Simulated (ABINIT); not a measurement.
# BAs (F-43m): a self-consistent loop beyond G0W0, cycle by cycle

Aim: iterate the self-energy on BAs (F-43m) and follow the gap from cycle to cycle.

Method: LDA and many-body steps on it, plane waves, in ABINIT 10.8.3.

**What was measured.**

- Gap 1.82 eV: indirect optical gap from absorption edge; UV-visible absorption; 300 K; bulk crystal (single crystal grown by chemical vapor transport) (“Basic Physical Properties of Cubic Boron Arsenide”, 2019, arxiv:1911.11281).

- Gap 4.12 eV: direct gap from square of absorption coefficient, average of two samples; spectroscopic ellipsometry; 300 K; bulk crystal (CVT-grown opaque bulk crystals) (“Optical properties of cubic boron arsenide”, 2019, arxiv:1911.04914).

- Gap 2.02 eV: indirect gap from square root of absorption coefficient, average of three samples; transmission and reflection spectroscopy; 300 K; bulk crystal (CVT-grown platelets about 10 um thick) (“Optical properties of cubic boron arsenide”, 2019, arxiv:1911.04914).

This is a report of a sequence of runs, with most program output left out.

### 1. The structure

Symmetry: F-43m, No. 216, cubic system. Conventional cell: a = 4.777 Å, b = 4.777 Å, c = 4.777 Å, α = 90.00°, β = 90.00°, γ = 90.00°. B has 4 As at 2.07 Å nearest. As has 4 B at 2.07 Å nearest. Farther neighbours are not listed.

The cell and positions come from the Crystallography Open Database and are kept as given unless a step says otherwise.

### 2. Empty states on the mesh, 6×6×6 mesh, 103 bands

This step: ABINIT 10.8.3; DFT, LDA, plane waves, norm-conserving pseudopotentials.

The sums over transitions need many empty states on a uniform mesh; this step solves for them.

Input file run.abi:

```
acell 3*1.0 Angstrom
rprim 
  -0.000000000000 2.388500000000 2.388500000000
  2.388500000000 -0.000000000000 2.388500000000
  2.388500000000 2.388500000000 -0.000000000000
ntypat 2
znucl 5 33
natom 2
typat 1 2
xred 
  0.000000000000 0.000000000000 0.000000000000
  0.250000000000 0.250000000000 0.250000000000
pp_dirpath "pseudos"
pseudos "B.upf, As.upf"
ecut 44
ngkpt 6 6 6
nshiftk 1
shiftk 0 0 0
kptopt 1
chksymbreak 0
irdden 1
istwfk *1
nband 103
prtvol 0
optdriver 6
gwr_task "HDIAGO"
paral_kgb 0
occopt 1
indata_prefix "in"
outdata_prefix "out"
tmpdata_prefix "tmp"
```

On the command line:

```console
$ OMP_NUM_THREADS=1 mpirun -n 4 abinit run.abi > log
```

It took 68 s on 4 MPI ranks of Arm Neoverse V1, shared host; peak memory 1.7 GiB.

Numbers from this step:

```
gap                                                           : 1.238 eV
k of the valence top                                          : 0, 0, 0
k of the conduction bottom                                    : 0.3333, 0.3333, 0
least direct gap                                              : 3.259 eV
k points computed                                             : 16
lowest point of the top converged band, above the valence top : 104.8962 eV
```

On this mesh the gap is 1.238 eV.

The density comes from a self-consistent run that is not shown.

### 3. Screening, 6×6×6 mesh, 95 bands, screening to 179.6 eV

The RPA dielectric matrix is built and inverted for each q.

This step: RPA screening on LDA, plane waves, norm-conserving pseudopotentials.

Changes to run.abi since step 2:

```diff
@@ -20,10 +20,11 @@
 chksymbreak 0
-irdden 1
 istwfk *1
-nband 103
-prtvol 0
-optdriver 6
-gwr_task "HDIAGO"
-paral_kgb 0
 occopt 1
+irdwfk 1
+optdriver 3
+nband 95
+ecuteps 6.6
+inclvkb 2
+awtr 1
+symchi 1
 indata_prefix "in"
```

Wall time 2.5 min (4 MPI ranks); peak memory 1.1 GiB.

Numbers from this step:

| Quantity | Value |
| --- | --- |
| ε∞ with local fields, on this mesh, along the program's q direction | 10.67 |
| the same without local fields | 11.69 |
| plasma frequency | 36.27 eV |
| plane waves in the screening matrix | 169 |

Local fields lower ε∞ by 9 %.

### 4. G0W0

The self-energy is evaluated for the states that the input lists, and the levels follow from it, in one-shot runs by the linearised quasiparticle equation.

This step: G0W0 on LDA, plane waves, norm-conserving pseudopotentials.

Changes to run.abi since step 3:

```diff
@@ -23,8 +23,21 @@
 irdwfk 1
-optdriver 3
+optdriver 4
 nband 95
+gwcalctyp 0
+ecutsigx 44
+symsigma 1
+nkptgw 4
+kptgw 
+  0.0000000000 0.0000000000 0.0000000000
+  0.3333333333 0.3333333333 0.0000000000
+  0.5000000000 0.0000000000 0.0000000000
+  0.5000000000 0.5000000000 0.0000000000
+bdgw 
+  11 16
+  12 15
+  12 16
+  12 15
 ecuteps 6.6
-inclvkb 2
-awtr 1
-symchi 1
+irdscr 1
+ppmodel 1
 indata_prefix "in"
```

Elapsed: 27 s, on 4 MPI ranks; peak memory 1 GiB.

This step gave:

```
G0W0 gap on the mesh                         : 1.897 eV
starting gap on the mesh                     : 1.238 eV
k of the valence top                         : 0, 0, 0
k of the conduction bottom                   : 0.3333, 0.3333, 0
Z at the valence top                         : 0.807
Z at the conduction bottom                   : 0.816
least direct G0W0 gap on the computed points : 4.173 eV
```

The gap on the mesh goes from 1.24 eV to 1.90 eV, a correction of +0.66 eV.

### 5. evGW0, cycle 1

This step: evGW0 on LDA, plane waves, norm-conserving pseudopotentials.

Changes to run.abi since step 4:

```diff
@@ -25,16 +25,40 @@
 nband 95
-gwcalctyp 0
+gwcalctyp 10
 ecutsigx 44
 symsigma 1
-nkptgw 4
+nkptgw 16
 kptgw 
   0.0000000000 0.0000000000 0.0000000000
+  0.1666666667 0.0000000000 0.0000000000
+  0.3333333333 0.0000000000 0.0000000000
+  0.5000000000 0.0000000000 0.0000000000
+  0.1666666667 0.1666666667 0.0000000000
+  0.3333333333 0.1666666667 0.0000000000
+  0.5000000000 0.1666666667 0.0000000000
+  -0.3333333333 0.1666666667 0.0000000000
+  -0.1666666667 0.1666666667 0.0000000000
   0.3333333333 0.3333333333 0.0000000000
-  0.5000000000 0.0000000000 0.0000000000
+  0.5000000000 0.3333333333 0.0000000000
+  -0.3333333333 0.3333333333 0.0000000000
   0.5000000000 0.5000000000 0.0000000000
+  0.5000000000 0.3333333333 0.1666666667
+  -0.3333333333 0.3333333333 0.1666666667
+  -0.3333333333 0.5000000000 0.1666666667
 bdgw 
-  11 16
-  12 15
-  12 16
-  12 15
+  11 17
+  11 17
+  11 17
+  11 17
+  11 17
+  11 17
+  11 17
+  11 17
+  11 17
+  11 17
+  11 17
+  11 17
+  11 17
+  11 17
+  11 17
+  11 17
 ecuteps 6.6
```

Wall time 6.3 min (4 MPI ranks); peak memory 1.3 GiB; 25 min of CPU time.

This step gave:

```yaml
quasiparticle_gap_on_the_mesh: 2.051 eV
gap_of_the_density_functional_on_the_mesh: 1.238 eV
k_of_the_valence_top: 0, 0, 0
k_of_the_conduction_bottom: 0.3333, 0.3333, 0
z_at_the_valence_top: 0.807
z_at_the_conduction_bottom: 0.816
least_direct_quasiparticle_gap_on_the_computed_points: 4.390 eV
```

Against G0W0 in ABINIT (6×6×6 mesh, 95 bands, screening to 179.6 eV, Godby-Needs plasmon pole), the gap moves by +0.154 eV. This first cycle still uses the starting levels; it takes the full correction, at all points of the mesh, and its linearised value is 1.897 eV.

### 6. evGW0, cycle 2

The corrected levels of the last cycle go back in.

Changes to run.abi since step 5:

```diff
@@ -66,2 +66,3 @@
 ppmodel 1
+irdqps 1
 indata_prefix "in"
```

It took 6.3 min on 4 MPI ranks; peak memory 1.3 GiB.

This step gave:

* quasiparticle gap on the mesh: 1.966 eV
* gap of the density functional on the mesh: 1.238 eV
* k of the valence top: 0, 0, 0
* k of the conduction bottom: 0.3333, 0.3333, 0
* least direct quasiparticle gap on the computed points: 4.257 eV

Against the cycle before, the gap moves by −0.085 eV.

### 7. evGW0, cycle 3

run.abi is that of step 6.

Wall time 6.3 min (4 MPI ranks); peak memory 1.3 GiB; 25 min of CPU time.

This step gave:

* quasiparticle gap on the mesh: 1.975 eV
* gap of the density functional on the mesh: 1.238 eV
* k of the valence top: 0, 0, 0
* k of the conduction bottom: 0.3333, 0.3333, 0
* least direct quasiparticle gap on the computed points: 4.273 eV

Against the cycle before, the gap moves by +0.009 eV.

### 8. Screening, 6×6×6 mesh, 95 bands, screening to 179.6 eV

This step: RPA screening on LDA, plane waves, norm-conserving pseudopotentials.

Input file run.abi:

```
acell 3*1.0 Angstrom
rprim 
  -0.000000000000 2.388500000000 2.388500000000
  2.388500000000 -0.000000000000 2.388500000000
  2.388500000000 2.388500000000 -0.000000000000
ntypat 2
znucl 5 33
natom 2
typat 1 2
xred 
  0.000000000000 0.000000000000 0.000000000000
  0.250000000000 0.250000000000 0.250000000000
pp_dirpath "pseudos"
pseudos "B.upf, As.upf"
ecut 44
ngkpt 6 6 6
nshiftk 1
shiftk 0 0 0
kptopt 1
chksymbreak 0
istwfk *1
occopt 1
irdwfk 1
optdriver 3
nband 95
ecuteps 6.6
inclvkb 2
awtr 1
symchi 1
gwcalctyp 10
mbpt_sciss 0.996 eV
nqptdm 1
qptdm 
  0 0 0
indata_prefix "in"
outdata_prefix "out"
tmpdata_prefix "tmp"
```

It took 8.1 s on 4 MPI ranks; peak memory 0.89 GiB; 32 s of CPU time.

Numbers from this step:

| Property | Result |
| --- | --- |
| ε∞ with local fields, on this mesh, along the program's q direction | 9.207 |
| the same without local fields | 9.998 |
| plasma frequency | 36.27 eV |
| plane waves in the screening matrix | 169 |

This screening uses the functional's bands under a rigid shift, the mean opening of the cycle before.

### 9. Screening, 6×6×6 mesh, 95 bands, screening to 179.6 eV

This step: RPA screening on LDA from quasiparticle energies, plane waves, norm-conserving pseudopotentials.

Changes to run.abi since step 8:

```diff
@@ -29,7 +29,21 @@
 symchi 1
+irdqps 1
 gwcalctyp 10
-mbpt_sciss 0.996 eV
-nqptdm 1
+nqptdm 15
 qptdm 
-  0 0 0
+  0.1666666667 0.0000000000 0.0000000000
+  0.3333333333 0.0000000000 0.0000000000
+  0.5000000000 0.0000000000 0.0000000000
+  0.1666666667 0.1666666667 0.0000000000
+  0.3333333333 0.1666666667 0.0000000000
+  0.5000000000 0.1666666667 0.0000000000
+  -0.3333333333 0.1666666667 0.0000000000
+  -0.1666666667 0.1666666667 0.0000000000
+  0.3333333333 0.3333333333 0.0000000000
+  0.5000000000 0.3333333333 0.0000000000
+  -0.3333333333 0.3333333333 0.0000000000
+  0.5000000000 0.5000000000 0.0000000000
+  0.5000000000 0.3333333333 0.1666666667
+  -0.3333333333 0.3333333333 0.1666666667
+  -0.3333333333 0.5000000000 0.1666666667
 indata_prefix "in"
```

Input file mrgscr.stdin:

```
2
merged
q0_SCR
out_SCR
1
```

On the command line:

```console
$ OMP_NUM_THREADS=1 mpirun -n 4 abinit run.abi > log; mrgscr < mrgscr.stdin
```

It took 2.4 min on 4 MPI ranks; peak memory 1.1 GiB.

Numbers from this step:

```yaml
plasma_frequency: 36.27 eV
plane_waves_in_the_screening_matrix: 169
```

This screening reads the quasiparticle levels of the cycle before.

### 10. evGW, cycle 1

This step: evGW on LDA, plane waves, norm-conserving pseudopotentials.

Changes to run.abi since step 9:

```diff
@@ -23,12 +23,10 @@
 irdwfk 1
-optdriver 3
+optdriver 4
 nband 95
-ecuteps 6.6
-inclvkb 2
-awtr 1
-symchi 1
-irdqps 1
 gwcalctyp 10
-nqptdm 15
-qptdm 
+ecutsigx 44
+symsigma 1
+nkptgw 16
+kptgw 
+  0.0000000000 0.0000000000 0.0000000000
   0.1666666667 0.0000000000 0.0000000000
@@ -48,2 +46,23 @@
   -0.3333333333 0.5000000000 0.1666666667
+bdgw 
+  11 17
+  11 17
+  11 17
+  11 17
+  11 17
+  11 17
+  11 17
+  11 17
+  11 17
+  11 17
+  11 17
+  11 17
+  11 17
+  11 17
+  11 17
+  11 17
+ecuteps 6.6
+irdscr 1
+ppmodel 1
+irdqps 1
 indata_prefix "in"
```

On the command line:

```console
$ OMP_NUM_THREADS=1 mpirun -n 4 abinit run.abi > log
```

Run time: 6.3 min. Hardware: 4 MPI ranks; peak memory 1.3 GiB; 25 min of CPU time.

Numbers from this step:

* quasiparticle gap on the mesh: 2.082 eV
* gap of the density functional on the mesh: 1.238 eV
* k of the valence top: 0, 0, 0
* k of the conduction bottom: 0.3333, 0.3333, 0
* least direct quasiparticle gap on the computed points: 4.389 eV

Against G0W0 in ABINIT (6×6×6 mesh, 95 bands, screening to 179.6 eV, Godby-Needs plasmon pole), the gap moves by +0.185 eV.

### 11. Screening, 6×6×6 mesh, 95 bands, screening to 179.6 eV

This step: RPA screening on LDA, plane waves, norm-conserving pseudopotentials.

Input file run.abi:

```
acell 3*1.0 Angstrom
rprim 
  -0.000000000000 2.388500000000 2.388500000000
  2.388500000000 -0.000000000000 2.388500000000
  2.388500000000 2.388500000000 -0.000000000000
ntypat 2
znucl 5 33
natom 2
typat 1 2
xred 
  0.000000000000 0.000000000000 0.000000000000
  0.250000000000 0.250000000000 0.250000000000
pp_dirpath "pseudos"
pseudos "B.upf, As.upf"
ecut 44
ngkpt 6 6 6
nshiftk 1
shiftk 0 0 0
kptopt 1
chksymbreak 0
istwfk *1
occopt 1
irdwfk 1
optdriver 3
nband 95
ecuteps 6.6
inclvkb 2
awtr 1
symchi 1
gwcalctyp 10
mbpt_sciss 1.142 eV
nqptdm 1
qptdm 
  0 0 0
indata_prefix "in"
outdata_prefix "out"
tmpdata_prefix "tmp"
```

It took 8 s on 4 MPI ranks; peak memory 0.89 GiB.

Numbers from this step:

* ε∞ with local fields, on this mesh, along the program's q direction: 9.032
* the same without local fields: 9.796
* plasma frequency: 36.27 eV
* plane waves in the screening matrix: 169

This screening uses the functional's bands under a rigid shift, the mean opening of the cycle before.

### 12. Screening, 6×6×6 mesh, 95 bands, screening to 179.6 eV

This step: RPA screening on LDA from quasiparticle energies, plane waves, norm-conserving pseudopotentials.

Changes to run.abi since step 11:

```diff
@@ -29,7 +29,21 @@
 symchi 1
+irdqps 1
 gwcalctyp 10
-mbpt_sciss 1.142 eV
-nqptdm 1
+nqptdm 15
 qptdm 
-  0 0 0
+  0.1666666667 0.0000000000 0.0000000000
+  0.3333333333 0.0000000000 0.0000000000
+  0.5000000000 0.0000000000 0.0000000000
+  0.1666666667 0.1666666667 0.0000000000
+  0.3333333333 0.1666666667 0.0000000000
+  0.5000000000 0.1666666667 0.0000000000
+  -0.3333333333 0.1666666667 0.0000000000
+  -0.1666666667 0.1666666667 0.0000000000
+  0.3333333333 0.3333333333 0.0000000000
+  0.5000000000 0.3333333333 0.0000000000
+  -0.3333333333 0.3333333333 0.0000000000
+  0.5000000000 0.5000000000 0.0000000000
+  0.5000000000 0.3333333333 0.1666666667
+  -0.3333333333 0.3333333333 0.1666666667
+  -0.3333333333 0.5000000000 0.1666666667
 indata_prefix "in"
```

mrgscr.stdin is that of step 9.

On the command line:

```console
$ OMP_NUM_THREADS=1 mpirun -n 4 abinit run.abi > log; mrgscr < mrgscr.stdin
```

It took 2.5 min on 4 MPI ranks; peak memory 1.1 GiB; 10 min of CPU time.

This step gave:

| Property | Result |
| --- | --- |
| plasma frequency | 36.27 eV |
| plane waves in the screening matrix | 169 |

This screening reads the quasiparticle levels of the cycle before.

### 13. evGW, cycle 2

This step: evGW on LDA, plane waves, norm-conserving pseudopotentials.

Changes to run.abi since step 12:

```diff
@@ -23,12 +23,10 @@
 irdwfk 1
-optdriver 3
+optdriver 4
 nband 95
-ecuteps 6.6
-inclvkb 2
-awtr 1
-symchi 1
-irdqps 1
 gwcalctyp 10
-nqptdm 15
-qptdm 
+ecutsigx 44
+symsigma 1
+nkptgw 16
+kptgw 
+  0.0000000000 0.0000000000 0.0000000000
   0.1666666667 0.0000000000 0.0000000000
@@ -48,2 +46,23 @@
   -0.3333333333 0.5000000000 0.1666666667
+bdgw 
+  11 17
+  11 17
+  11 17
+  11 17
+  11 17
+  11 17
+  11 17
+  11 17
+  11 17
+  11 17
+  11 17
+  11 17
+  11 17
+  11 17
+  11 17
+  11 17
+ecuteps 6.6
+irdscr 1
+ppmodel 1
+irdqps 1
 indata_prefix "in"
```

On the command line:

```console
$ OMP_NUM_THREADS=1 mpirun -n 4 abinit run.abi > log
```

The job ended after 6.4 min (4 MPI ranks; peak memory 1.3 GiB).

This step gave:

- quasiparticle gap on the mesh: 2.087 eV
- gap of the density functional on the mesh: 1.238 eV
- k of the valence top: 0, 0, 0
- k of the conduction bottom: 0.3333, 0.3333, 0
- least direct quasiparticle gap on the computed points: 4.395 eV

Against the cycle before, the gap moves by +0.005 eV.

### 14. The runs together

Times are wall times on 4 MPI ranks of Arm Neoverse V1, shared host, good to a factor of about two. A run's time includes the screening step that it read.

```
           run   mesh  bands  screening cutoff (eV)  DFT gap (eV)  gap on the mesh (eV)  direct (eV)  ε∞ used     time
          G0W0  6×6×6     95                  179.6         1.238                 1.897        4.173    10.67    3 min
evGW0, cycle 1  6×6×6     95                  179.6         1.238                 2.051        4.390    10.67  8.8 min
evGW0, cycle 2  6×6×6     95                  179.6         1.238                 1.966        4.257    10.67  8.8 min
evGW0, cycle 3  6×6×6     95                  179.6         1.238                 1.975        4.273    10.67  8.8 min
 evGW, cycle 1  6×6×6     95                  179.6         1.238                 2.082        4.389     9.21  8.9 min
 evGW, cycle 2  6×6×6     95                  179.6         1.238                 2.087        4.395     9.03    9 min
```

### 15. What came out

- G0W0: 1.897 eV
- evGW0, cycle 1: 2.051 eV
- evGW0, cycle 2: 1.966 eV
- evGW0, cycle 3: 1.975 eV
- evGW, cycle 1: 2.082 eV
- evGW, cycle 2: 2.087 eV
- known limits: not at the basis limit; no spin-orbit coupling

What this shows: Only the bands that the input lists are updated; the others, empty or deep, keep the functional's energies or take a rigid shift. The evGW loop starts from the last levels of evGW0, so its cycles and time come on top of those. evGW0 ends at 1.97 eV, +0.08 eV from G0W0, after 3 cycles that took 19 min beside the first screening; the last moved the gap by 0.009 eV. evGW ends at 2.09 eV, +0.19 eV from G0W0, after 2 cycles that took 18 min beside the first screening; the last moved the gap by 0.005 eV. The first cycle of evGW0 takes the full correction, without the factor Z, so it overshoots the one-shot value. Against experiment, by evGW, cycle 2: the gap of 2.09 eV lies +0.27 eV from the measured 1.82 eV (indirect, 300 K, 2019); the direct gap of 4.40 eV lies +0.28 eV from the measured 4.12 eV (direct, 300 K, 2019); the gap of 2.09 eV lies +0.07 eV from the measured 2.02 eV (indirect, 300 K, 2019). An exciton line or allowed optical edge lies below the quasiparticle gap by the binding energy; a forbidden edge can push the onset above it. These are gaps on the mesh, at modest bands and cutoff. The calculation has static nuclei and no excitons; a measured gap holds zero-point and thermal motion, which mostly lowers it. Bands and cutoff are finite, so the gap is not at the basis limit. The miss can reach some tenths of an eV and take either sign; the mesh is an error of its own. A denser mesh or path gives a starting gap of 1.15 eV: the GW mesh misses a band edge, so its gaps are not the fundamental one. In the updated screening the q = 0 part is built from Kohn-Sham bands under a rigid shift, the other q from the quasiparticle levels. The many-body steps are scalar-relativistic: spin-orbit coupling is not in them.

[Paths, hosts, dates, memory and timing lines, banners, echoed tables and standing remarks are left out of the program output.]

[Logs are printed without paths, hosts, clocks, repeated set-up lines and the standing remarks that a program may print on its own settings, such as how far it seeks lower states.]

[Runs of the session that timed out or met a known fault of the program may be left out.]

[Hosts, paths, dates, database ids (printed as entryN), source tags and the programs' standing remarks are cut or masked in the printed files.]

[G0W0 gaps are taken among the corrected bands and points alone; a level outside them can change the order at an edge.]

[Where Ansatz stands beside ABINIT at settings called matched, ABINIT's density can come from a denser mesh and the files from another edition; pairs whose starting gaps differed by over 0.03 eV were left out, so agreement reads better than it is.]
